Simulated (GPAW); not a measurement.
## Settings that the conductance of a Au chain with one bond drawn out by 1.4 Å needs

How do the numerical settings move the conductance of a Au chain with one bond drawn out by 1.4 Å?

Calculated with GPAW 26.7.0; GPAW LCAO, PAW setups; Landauer transmission from Green's functions with principal layers (ASE), zero bias.

This is a report of a sequence of runs, with most program output left out.

## Step 1: Starting point

The cell holds 10 atoms: 10 Au. Cell: a = 9.000 Å, b = 9.000 Å, c = 27.400 Å, α = 90.0°, β = 90.0°, γ = 90.0°. Regions: left lead, 5 atoms (5 Au); right lead, 5 atoms (5 Au). Vacuum lies along a and b. The structure is stacked along c, and the current runs across the ab planes.

## Step 2: Base settings

All settings start at ordinary values; they are then varied in turn, with meshes following the cell where its length changes.

File run.py:

```python
import json
import numpy as np
from ase import Atoms
from ase.transport.calculators import TransportCalculator
from gpaw import GPAW, FermiDirac
from gpaw.lcao.tools import get_lcao_hamiltonian
from scipy.linalg import eigh

# The junction with lead layers at both ends, along the third cell vector
device = Atoms(
    ['Au', 'Au', 'Au', 'Au', 'Au', 'Au', 'Au', 'Au', 'Au', 'Au'],
    positions=[
        [4.50000, 4.50000, 1.30000],
        [4.50000, 4.50000, 3.90000],
        [4.50000, 4.50000, 6.50000],
        [4.50000, 4.50000, 9.10000],
        [4.50000, 4.50000, 11.70000],
        [4.50000, 4.50000, 15.70000],
        [4.50000, 4.50000, 18.30000],
        [4.50000, 4.50000, 20.90000],
        [4.50000, 4.50000, 23.50000],
        [4.50000, 4.50000, 26.10000]],
    cell=[[9.0, 0.0, 0.0], [0.0, 9.0, 0.0], [0.0, 0.0, 27.4]],
    pbc=True)

# One principal layer of the lead: the first 3 atoms of the device
lead = Atoms(
    ['Au', 'Au', 'Au'],
    positions=[
        [4.50000, 4.50000, 1.30000],
        [4.50000, 4.50000, 3.90000],
        [4.50000, 4.50000, 6.50000]],
    cell=[[9.0, 0.0, 0.0], [0.0, 9.0, 0.0], [0.0, 0.0, 7.8]],
    pbc=True)

settings = dict(mode='lcao', basis='dzp', xc='PBE', h=0.2,
                occupations=FermiDirac(0.1), maxiter=250,
                mixer=dict(beta=0.1, nmaxold=8, weight=100.0),
                convergence=dict(density=0.0001))
energies = np.arange(-2, 2 + 1e-9, 0.05)
eta = 0.0001
n1, n2 = 1, 1
# k and -k transmit alike, so half of the mesh across the current serves
mesh = [(i, j) for i in range(n1) for j in range(n2) if (i, j) <= (-i % n1, -j % n2)]
weights = np.array([1 if (i, j) == (-i % n1, -j % n2) else 2 for i, j in mesh]) / (n1 * n2)

# [... helper functions left out ...]
fermi_lead = ground_state(lead, (1, 1, 15), 'lead.txt')
fermi_device = ground_state(device, (1, 1, 3), 'device.txt')
# [... loop over the mesh left out, but for ...]
        # Shift the lead onto the potential of the device's first layer
        shift = ((H[:, 0, 0] - H0[:, 0, 0]) / S0[0, 0]).real.mean()
# [...]
kT = 8.617333e-5 * 77
bias = [0.1, 0.2, 0.5, 1.0, 1.5, 2.0]
# [... integrals and printing left out ...]
```

On the command line:

```
$ OMP_NUM_THREADS=1 OPENBLAS_NUM_THREADS=2 python run.py
```

It took 68 s on 2 threads of Intel Xeon Platinum 8259CL at 2.50GHz (Skylake/Cascade Lake), shared host; peak memory 0.9 GiB.

This step gave:

```yaml
conductance: 0.3592 G₀
largest_coupling_past_the_next_principal_layer: 2.46e-7 eV
largest_misfit_of_the_first_principal_layer: 0.04367 eV
shift_that_aligns_the_lead: 0.009526 eV
basis_functions_of_the_junction: 150
basis_functions_of_a_principal_layer: 45
transmission_at_the_fermi_level_one_spin: 0.3594
open_channels_of_the_lead_at_the_fermi_level_one_spin: 1
```

One spin. The transmission, zone mean by energy, zero at the Fermi level:

energy (eV), transmission, zone mean and a bar from the least value:
```
   -2.000      0.079 
   -1.800      0.087 #
   -1.600      0.095 ##
   -1.400      0.099 ##
   -1.200      0.098 ##
   -1.000      0.126 #####
   -0.800      0.200 ############
   -0.600      0.228 ###############
   -0.400      0.308 #######################
   -0.300      0.372 ##############################
   -0.200      0.338 ###########################
    0.000      0.359 #############################
    0.200      0.370 ##############################
    0.250      0.370 ##############################
    0.400      0.369 ##############################
    0.600      0.366 #############################
    0.800      0.360 #############################
    1.000      0.361 #############################
    1.200      0.359 #############################
    1.400      0.357 ############################
    1.600      0.355 ############################
    1.800      0.353 ############################
    2.000      0.352 ############################
```

Crossings of the lead's bands, unfolded to its shortest repeat. Open channels, zone mean against energy, zero at the Fermi level:

```csv
energy (eV),"open channels, zone mean"
-2.00,3
-1.90,3
-1.80,3
-1.70,3
-1.55,3
-1.45,3
-1.35,3
-1.25,5
-1.15,5
-1.05,6
-0.90,6
-0.80,4
-0.70,4
-0.60,4
-0.50,4
-0.40,4
-0.25,4
-0.15,3
-0.05,1
0.00,1
0.05,1
0.15,1
0.25,1
0.40,1
0.50,1
0.60,1
0.70,1
0.80,1
0.90,1
1.05,1
1.15,1
1.25,1
1.35,1
1.45,1
1.55,1
1.70,1
1.80,1
1.90,1
2.00,1
```

Not self-consistent under bias; the bias window is split evenly. Table of current through one cell, from the zero-bias transmission by bias:

```csv
bias (V),"current through one cell, from the zero-bias transmission (μA)"
0.100,2.78
0.200,5.55
0.500,13.9
1.000,27.2
1.500,38.7
2.000,49.1
```

Couplings past the next layer reach 2.5e-7 eV, small enough to drop; the matrix elements of the cell's first layer differ from the bulk lead's by up to 0.044 eV. That layer keeps its own values in the calculation, and only beyond it is the lead taken as perfect. The Fermi levels of lead and junction count from different zeros of potential, one for each periodic cell; with both set to zero, the small remaining shift is what aligns them. Without spin-orbit coupling, which is large for these atoms, channel counts and T are those of the scalar-relativistic bands. By hand: G = 0.3592 × 77.48 μS = 27.8 μS, a resistance of 35.9 kΩ; at 0.1 V a linear junction would pass 2.78 μA, and the integral over the bias window gives 2.78 μA.

## Step 3: K-points along the lead: lead_nz = 2

The lead's own mesh along the current sets its density and potential; where the lead is aligned to the junction's end layer, a rigid shift drops out.

run.py, as its differences from that of step 2:

```diff
@@ -47,3 +47,3 @@
 # [... helper functions left out ...]
-fermi_lead = ground_state(lead, (1, 1, 15), 'lead.txt')
+fermi_lead = ground_state(lead, (1, 1, 2), 'lead.txt')
 fermi_device = ground_state(device, (1, 1, 3), 'device.txt')
```

It took 62 s on 2 threads; peak memory 0.9 GiB.

Numbers from this step:

| Quantity | Value |
| --- | --- |
| conductance | 0.3566 G₀ |
| largest coupling past the next principal layer | 2.45e-7 eV |
| largest misfit of the first principal layer | 0.2280 eV |
| shift that aligns the lead | 0.4879 eV |
| transmission at the Fermi level (one spin) | 0.3568 |

One spin. Transmission, zone mean against energy, zero at the Fermi level:

```csv
energy (eV),"transmission, zone mean"
-2.000,0.0758
-1.800,0.0828
-1.600,0.0884
-1.400,0.0884
-1.200,0.0948
-1.000,0.144
-0.800,0.208
-0.600,0.222
-0.400,0.298
-0.300,0.395
-0.200,0.338
0.000,0.357
0.200,0.370
0.400,0.369
0.600,0.367
0.800,0.362
0.850,0.376
1.000,0.363
1.200,0.360
1.400,0.356
1.600,0.353
1.800,0.350
2.000,0.347
```

Not self-consistent under bias; the bias window is split evenly. Current through one cell, from the zero-bias transmission against bias:

```csv
bias (V),"current through one cell, from the zero-bias transmission (μA)"
0.100,2.76
0.200,5.51
0.500,13.8
1.000,27.2
1.500,38.7
2.000,49.3
```

The conductance, 0.357 G₀, lies 0.7 % below that of the base run.

## Step 4: Varying the k-points along the lead: lead_nz = 4

run.py, as its differences from that of step 3:

```diff
@@ -47,3 +47,3 @@
 # [... helper functions left out ...]
-fermi_lead = ground_state(lead, (1, 1, 2), 'lead.txt')
+fermi_lead = ground_state(lead, (1, 1, 4), 'lead.txt')
 fermi_device = ground_state(device, (1, 1, 3), 'device.txt')
```

It took 58 s on 2 threads; peak memory 0.9 GiB.

Numbers from this step:

```yaml
conductance: 0.3587 G₀
largest_coupling_past_the_next_principal_layer: 2.46e-7 eV
largest_misfit_of_the_first_principal_layer: 0.03299 eV
shift_that_aligns_the_lead: -0.02954 eV
transmission_at_the_fermi_level_one_spin: 0.3589
```

One spin. The transmission, zone mean by energy, zero at the Fermi level:

```csv
energy (eV),"transmission, zone mean"
-2.00,0.0792
-1.85,0.0861
-1.70,0.0921
-1.60,0.0958
-1.45,0.100
-1.30,0.101
-1.15,0.0956
-1.05,0.113
-0.90,0.163
-0.75,0.211
-0.60,0.230
-0.50,0.260
-0.35,0.336
-0.30,0.366
-0.20,0.338
-0.05,0.352
0.00,0.359
0.05,0.363
0.20,0.370
0.30,0.370
0.35,0.370
0.50,0.368
0.60,0.366
0.75,0.362
0.90,0.363
1.05,0.360
1.15,0.358
1.30,0.357
1.45,0.356
1.60,0.355
1.70,0.355
1.85,0.354
2.00,0.353
```

Not self-consistent under bias; the bias window is split evenly. Current through one cell, from the zero-bias transmission against bias:

```csv
bias (V),"current through one cell, from the zero-bias transmission (μA)"
0.100,2.78
0.200,5.54
0.500,13.8
1.000,27.0
1.500,38.6
2.000,48.9
```

The conductance equals that of the base run to 0.2 %.

## Step 5: Varying the k-points along the lead: lead_nz = 8

run.py, as its differences from that of step 4:

```diff
@@ -47,3 +47,3 @@
 # [... helper functions left out ...]
-fermi_lead = ground_state(lead, (1, 1, 4), 'lead.txt')
+fermi_lead = ground_state(lead, (1, 1, 8), 'lead.txt')
 fermi_device = ground_state(device, (1, 1, 3), 'device.txt')
```

Run time: 55 s. Hardware: 2 threads; peak memory 0.9 GiB.

One spin. The transmission, zone mean by energy, zero at the Fermi level:

```csv
energy (eV),"transmission, zone mean"
-2.000,0.0790
-1.800,0.0874
-1.600,0.0944
-1.400,0.0992
-1.200,0.0983
-1.000,0.127
-0.800,0.200
-0.600,0.228
-0.400,0.308
-0.300,0.372
-0.200,0.338
0.000,0.359
0.200,0.369
0.250,0.370
0.400,0.369
0.600,0.366
0.800,0.360
1.000,0.362
1.200,0.359
1.400,0.357
1.600,0.355
1.800,0.353
2.000,0.352
```

The conductance equals that of the base run to 0.2 %.

## Step 6: K-points along the lead: lead_nz = 30

run.py, as its differences from that of step 5:

```diff
@@ -47,3 +47,3 @@
 # [... helper functions left out ...]
-fermi_lead = ground_state(lead, (1, 1, 8), 'lead.txt')
+fermi_lead = ground_state(lead, (1, 1, 30), 'lead.txt')
 fermi_device = ground_state(device, (1, 1, 3), 'device.txt')
```

Elapsed: 62 s, on 2 threads; peak memory 0.9 GiB.

The conductance equals that of the base run to 0.2 %.

## Step 7: Convergence in the k-points along the lead

The runs and the base run on one axis.

This step: convergence of the conductance (GPAW 26.7.0).

Conductance against k-points along the lead:

```csv
k-points along the lead,conductance (G₀)
2.0,0.357
4.0,0.359
8.0,0.359
15.0,0.359
30.0,0.359
```

## Step 8: Broadening: eta = 1e-06

The broadening keeps the Green's functions finite; too large a value absorbs electrons where channels are open and leaks them where none are.

This step: GPAW LCAO, PAW setups; Landauer transmission from Green's functions with principal layers (ASE), zero bias (GPAW 26.7.0).

run.py, as its differences from that of step 6:

```diff
@@ -40,3 +40,3 @@
 energies = np.arange(-2, 2 + 1e-9, 0.05)
-eta = 0.0001
+eta = 1e-06
 n1, n2 = 1, 1
@@ -47,3 +47,3 @@
 # [... helper functions left out ...]
-fermi_lead = ground_state(lead, (1, 1, 30), 'lead.txt')
+fermi_lead = ground_state(lead, (1, 1, 15), 'lead.txt')
 fermi_device = ground_state(device, (1, 1, 3), 'device.txt')
```

It took 73 s on 2 threads; peak memory 0.9 GiB.

Numbers from this step:

```
conductance                                 : 0.3596 G₀
largest misfit of the first principal layer : 0.04367 eV
shift that aligns the lead                  : 0.009526 eV
transmission at the Fermi level (one spin)  : 0.3598
```

One spin. The transmission, zone mean by energy, zero at the Fermi level:

energy (eV), transmission, zone mean and a bar from the least value:
```
   -2.000      0.079 
   -1.800      0.088 #
   -1.600      0.095 ##
   -1.400      0.100 ##
   -1.200      0.099 ##
   -1.000      0.127 #####
   -0.800      0.201 ############
   -0.600      0.228 ###############
   -0.400      0.309 #######################
   -0.300      0.373 ##############################
   -0.200      0.338 ###########################
    0.000      0.360 #############################
    0.200      0.370 ##############################
    0.250      0.370 ##############################
    0.400      0.369 ##############################
    0.600      0.366 #############################
    0.800      0.360 #############################
    1.000      0.362 #############################
    1.200      0.359 #############################
    1.400      0.357 ############################
    1.600      0.355 ############################
    1.800      0.354 ############################
    2.000      0.352 ############################
```

Crossings of the lead's bands, unfolded to its shortest repeat. Table of open channels, zone mean by energy, zero at the Fermi level:

(Unchanged from step 2.)

Not self-consistent under bias; the bias window is split evenly. Current through one cell, from the zero-bias transmission against bias:

```csv
bias (V),"current through one cell, from the zero-bias transmission (μA)"
0.100,2.78
0.200,5.55
0.500,13.9
1.000,27.3
1.500,38.8
2.000,49.2
```

The conductance equals that of the base run to 0.2 %.

## Step 9: Broadening: eta = 0.001

run.py, as its differences from that of step 8:

```diff
@@ -40,3 +40,3 @@
 energies = np.arange(-2, 2 + 1e-9, 0.05)
-eta = 1e-06
+eta = 0.001
 n1, n2 = 1, 1
```

It took 76 s on 2 threads; peak memory 0.9 GiB.

Numbers from this step:

* conductance: 0.3553 G₀
* transmission at the Fermi level (one spin): 0.3555

One spin. Table of transmission, zone mean by energy, zero at the Fermi level:

energy (eV), transmission, zone mean and a bar from the least value:
```
    -2.00      0.078 
    -1.90      0.083 
    -1.80      0.087 #
    -1.70      0.090 #
    -1.55      0.095 ##
    -1.45      0.098 ##
    -1.35      0.099 ##
    -1.25      0.099 ##
    -1.15      0.095 ##
    -1.05      0.114 ####
    -0.90      0.162 #########
    -0.80      0.194 ############
    -0.70      0.213 ##############
    -0.60      0.223 ###############
    -0.50      0.251 ##################
    -0.40      0.302 #######################
    -0.30      0.363 ##############################
    -0.25      0.352 ############################
    -0.15      0.341 ###########################
    -0.05      0.349 ############################
     0.00      0.356 #############################
     0.05      0.360 #############################
     0.15      0.365 ##############################
     0.25      0.367 ##############################
     0.30      0.367 ##############################
     0.40      0.366 ##############################
     0.50      0.365 ##############################
     0.60      0.364 ##############################
     0.70      0.362 #############################
     0.80      0.358 #############################
     0.90      0.362 #############################
     1.05      0.359 #############################
     1.15      0.358 #############################
     1.25      0.356 #############################
     1.35      0.355 #############################
     1.45      0.355 #############################
     1.55      0.354 #############################
     1.70      0.353 #############################
     1.80      0.352 ############################
     1.90      0.351 ############################
     2.00      0.350 ############################
```

Crossings of the lead's bands, unfolded to its shortest repeat. Open channels, zone mean against energy, zero at the Fermi level:

```csv
energy (eV),"open channels, zone mean"
-2.000,3
-1.800,3
-1.600,3
-1.400,3
-1.200,5
-1.000,6
-0.800,4
-0.600,4
-0.400,4
-0.200,3
0.000,1
0.200,1
0.400,1
0.600,1
0.800,1
1.000,1
1.200,1
1.400,1
1.600,1
1.800,1
2.000,1
```

Not self-consistent under bias; the bias window is split evenly. The current through one cell, from the zero-bias transmission by bias:

```csv
bias (V),"current through one cell, from the zero-bias transmission (μA)"
0.100,2.75
0.200,5.49
0.500,13.7
1.000,26.9
1.500,38.2
2.000,48.5
```

The conductance, 0.355 G₀, lies 1.1 % below that of the base run.

## Step 10: Varying the broadening: eta = 0.01

run.py, as its differences from that of step 9:

```diff
@@ -40,3 +40,3 @@
 energies = np.arange(-2, 2 + 1e-9, 0.05)
-eta = 0.001
+eta = 0.01
 n1, n2 = 1, 1
```

Wall time 62 s (2 threads); peak memory 0.9 GiB.

One spin. The transmission, zone mean by energy, zero at the Fermi level:

```csv
energy (eV),"transmission, zone mean"
-2.00,0.0725
-1.85,0.0783
-1.70,0.0834
-1.60,0.0862
-1.45,0.0894
-1.30,0.0900
-1.15,0.0856
-1.05,0.0990
-0.90,0.132
-0.75,0.165
-0.60,0.179
-0.50,0.203
-0.35,0.271
-0.20,0.285
-0.05,0.311
0.00,0.319
0.05,0.325
0.20,0.336
0.35,0.340
0.50,0.341
0.60,0.341
0.75,0.340
0.85,0.346
0.90,0.342
1.05,0.340
1.15,0.340
1.30,0.339
1.45,0.338
1.60,0.338
1.70,0.337
1.85,0.337
2.00,0.336
```

The conductance, 0.319 G₀, lies 11 % below that of the base run.

## Step 11: Broadening: eta = 0.05

run.py, as its differences from that of step 10:

```diff
@@ -40,3 +40,3 @@
 energies = np.arange(-2, 2 + 1e-9, 0.05)
-eta = 0.01
+eta = 0.05
 n1, n2 = 1, 1
```

The job ended after 69 s (2 threads; peak memory 0.9 GiB).

The conductance, 0.198 G₀, lies 45 % below that of the base run.

## Step 12: Convergence in the broadening

This step: convergence of the conductance (GPAW 26.7.0).

Conductance against log10 of the broadening in eV:

```csv
log10 of the broadening in eV,conductance (G₀)
-6.00,0.360
-4.00,0.359
-3.00,0.355
-2.00,0.319
-1.30,0.198
```

(Part 1 of 3 ends here.)

[Logs are printed without paths, hosts, clocks, repeated set-up lines and the standing remarks that a program may print on its own settings, such as how far it seeks lower states.]

[Hosts, paths, dates, database ids (printed as entryN), source tags and the programs' standing remarks are cut or masked in the printed files.]
